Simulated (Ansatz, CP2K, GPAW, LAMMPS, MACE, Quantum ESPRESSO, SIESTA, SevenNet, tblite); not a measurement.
# From one method to another: forces in liquid Ge at 2600 K (66 atoms)

66 atoms (66 Ge) placed at random at 5.27 g/cm³, melted at 3500 K for 10 ps at fixed volume with the Tersoff potential (Tersoff, Phys. Rev. B 39, 5566 (1989)). Snapshot at the end of a hold of 5 ps at 2600 K and fixed volume.

Two calculations on one geometry. First: Kohn-Sham DFT, PBE, PseudoDojo 0.4.1 norm-conserving pseudopotentials (converted to PSML), numerical atomic orbitals (TZP), diagonalisation; shift 0.01 Ry; mesh 300 Ry; levels smeared at 580 K (SIESTA 5.4.2; Γ point). Second: Kohn-Sham DFT, PBE, SSSP efficiency 1.3.0 pseudopotentials, plane waves; sssp-1.3.0-efficiency; 45/360 Ry; levels smeared at 580 K (Quantum ESPRESSO 7.5; sssp-pbe-1.3.0-efficiency, cutoffs 45/360 Ry, Γ point).

Cell vectors (Å):

```
11.473 0.000 0.000
0.000 11.473 0.000
0.000 0.000 11.473
```

Atom, position (Å) and force of the first calculation (eV/Å):

```
1 Ge 0.443 8.534 11.406 0.760 1.512 2.203
2 Ge 3.054 0.630 5.062 0.771 0.079 0.277
3 Ge 1.348 6.847 1.330 0.511 -0.289 1.282
4 Ge 7.210 7.371 5.584 0.821 0.925 -0.284
5 Ge 0.168 4.649 1.507 -0.614 1.141 -0.708
6 Ge 8.570 2.108 0.978 -0.303 0.276 0.174
7 Ge 5.989 5.292 1.076 -0.372 0.369 0.937
8 Ge 3.579 4.120 4.014 -0.561 1.051 -0.208
9 Ge 5.187 6.506 7.597 -1.735 0.594 0.109
10 Ge 1.178 3.603 4.788 0.287 -0.773 0.221
11 Ge 1.732 5.695 6.118 0.293 0.022 0.522
12 Ge 5.205 9.807 7.477 -0.188 -0.384 -0.202
13 Ge 6.581 9.740 5.357 -0.073 0.261 -0.441
14 Ge 4.534 2.083 3.181 -1.563 -1.341 -1.367
15 Ge 10.070 11.261 4.049 -0.302 0.149 0.791
16 Ge 0.388 10.712 1.415 -1.195 -0.185 -1.122
17 Ge 6.337 1.768 7.521 1.186 -0.349 -0.006
18 Ge 4.134 7.987 3.942 0.373 0.214 -0.106
19 Ge 10.370 7.649 10.020 -1.660 -0.733 -0.925
20 Ge 5.834 11.209 9.450 -0.610 1.915 0.432
21 Ge 7.127 5.328 8.129 0.502 1.892 3.693
22 Ge 3.967 2.064 7.157 -0.420 0.912 -0.235
23 Ge 4.220 4.308 8.773 0.591 -0.625 -0.068
24 Ge 6.924 4.518 4.570 0.927 -0.867 -0.815
25 Ge 1.903 9.097 9.676 1.991 1.491 -0.612
26 Ge 4.330 8.168 9.338 -0.093 -0.237 -0.032
27 Ge 9.747 3.045 8.511 -0.173 -0.855 -1.374
28 Ge 6.905 7.667 1.287 -0.977 0.689 -0.520
29 Ge 6.306 3.908 10.576 -1.488 0.711 -1.400
30 Ge 7.759 0.496 5.652 0.506 -0.397 0.530
31 Ge 9.833 9.583 2.336 0.529 -1.789 -0.638
32 Ge 1.104 8.910 7.378 1.156 1.544 -0.637
33 Ge 9.339 11.062 7.640 0.251 -0.299 -0.372
34 Ge 1.976 3.803 9.715 -0.775 0.943 -1.008
35 Ge 3.612 6.056 1.990 0.350 -0.584 0.763
36 Ge 8.489 9.055 9.046 0.366 -0.245 -0.451
37 Ge 10.528 3.969 3.614 0.265 1.841 -0.369
38 Ge 9.182 7.060 1.700 -0.165 2.099 2.790
39 Ge 1.934 1.562 8.672 -0.629 1.004 -0.396
40 Ge 1.691 8.450 3.503 -0.869 -0.583 -0.755
41 Ge 3.613 1.950 0.501 -0.562 0.128 1.351
42 Ge 9.618 5.790 11.411 1.366 -1.996 -1.678
43 Ge 0.050 4.465 7.946 2.133 0.935 -0.242
44 Ge 3.107 0.167 10.119 1.380 -2.501 0.929
45 Ge 7.982 3.874 6.767 0.885 -2.877 -2.206
46 Ge 10.791 0.970 9.184 0.398 -0.661 0.850
47 Ge 1.272 2.818 0.310 -0.349 -0.028 0.872
48 Ge 3.821 10.956 1.599 1.032 -0.162 -0.622
49 Ge 6.734 2.091 3.900 1.246 -0.036 0.676
50 Ge 11.404 7.024 4.734 0.891 0.136 0.537
51 Ge 8.699 3.759 10.407 -0.469 0.644 1.769
52 Ge 5.869 9.635 2.699 -0.228 0.030 0.128
53 Ge 5.950 1.597 11.395 0.630 -0.988 -0.651
54 Ge 11.146 7.068 7.667 0.603 -1.810 -0.069
55 Ge 6.466 9.029 10.501 0.393 -0.783 1.163
56 Ge 10.772 1.231 0.290 0.592 -0.634 -0.943
57 Ge 0.220 10.876 5.999 -1.414 -1.722 -0.021
58 Ge 9.153 6.252 4.108 -0.924 -0.831 -0.695
59 Ge 5.110 6.022 5.152 -1.368 0.084 -0.091
60 Ge 3.244 9.473 5.989 -0.090 0.242 -0.337
61 Ge 9.886 2.346 5.758 0.441 -0.188 1.902
62 Ge 0.988 1.531 6.401 0.235 1.958 -0.823
63 Ge 8.849 7.050 7.375 -1.608 0.655 0.398
64 Ge 7.998 10.974 1.657 -1.284 0.375 -0.471
65 Ge 9.198 2.060 3.468 -1.042 -0.907 -2.216
66 Ge 1.979 10.986 3.137 -0.558 -0.165 0.822
```

Q: Give the forces of the second method.

Atom and force (eV/Å):

```
1 0.804 1.317 1.967
2 0.526 0.090 0.311
3 0.497 -0.311 1.343
4 0.648 0.749 -0.160
5 -0.585 1.059 -0.706
6 -0.117 0.125 0.198
7 -0.419 0.425 0.745
8 -0.481 0.887 -0.255
9 -1.470 0.366 0.154
10 0.329 -0.531 0.344
11 -0.141 -0.123 0.347
12 -0.299 -0.355 -0.189
13 -0.094 0.140 -0.283
14 -1.433 -1.074 -1.144
15 -0.336 0.195 0.643
16 -1.223 -0.244 -0.928
17 0.980 -0.368 -0.145
18 0.156 0.220 -0.088
19 -1.536 -0.667 -0.877
20 -0.708 1.656 0.347
21 0.440 1.788 3.148
22 -0.440 0.766 -0.112
23 0.514 -0.616 -0.060
24 0.850 -0.821 -0.506
25 1.857 1.344 -0.609
26 0.104 0.009 -0.330
27 -0.017 -0.749 -1.296
28 -0.832 0.626 -0.508
29 -1.287 0.596 -1.158
30 0.483 -0.402 0.527
31 0.446 -1.304 -0.600
32 1.092 1.437 -0.614
33 0.296 -0.234 -0.229
34 -0.756 0.560 -1.058
35 0.270 -0.512 0.855
36 0.439 -0.354 -0.493
37 0.280 1.613 -0.222
38 -0.259 1.890 2.596
39 -0.590 1.035 -0.365
40 -0.688 -0.608 -0.695
41 -0.412 -0.239 1.200
42 1.283 -1.778 -1.477
43 2.038 0.972 -0.154
44 1.342 -2.181 0.814
45 0.801 -2.626 -2.009
46 0.331 -0.397 0.742
47 -0.255 0.067 0.643
48 0.854 0.024 -0.352
49 1.249 0.045 0.693
50 0.920 0.017 0.452
51 -0.582 0.622 1.723
52 -0.180 -0.032 -0.001
53 0.418 -0.731 -0.742
54 0.496 -1.728 -0.038
55 0.289 -0.650 0.847
56 0.553 -0.511 -0.959
57 -1.311 -1.459 0.073
58 -0.733 -0.714 -0.767
59 -1.091 0.215 0.002
60 0.049 0.190 -0.258
61 0.290 -0.092 1.539
62 0.306 1.662 -0.841
63 -1.572 0.669 0.451
64 -1.041 0.244 -0.245
65 -1.006 -0.809 -1.833
66 -0.333 -0.404 0.602
```

The two sets differ by 159 meV/Å r.m.s., 18 % of the r.m.s. force of the Quantum ESPRESSO run. The network of bonds at the start is that of the classical potential that made the cell, and needn't be the one that DFT or experiment would give. The electronic-structure runs sample only Γ, in a cell whose shortest periodic width is 11 Å, which is coarse for a cell with partly filled levels.

[Logs are printed without paths, hosts, clocks, repeated set-up lines and the standing remarks that a program may print on its own settings, such as how far it seeks lower states.]

[Hosts, paths, dates, database ids (printed as entryN), source tags and the programs' standing remarks are cut or masked in the printed files.]
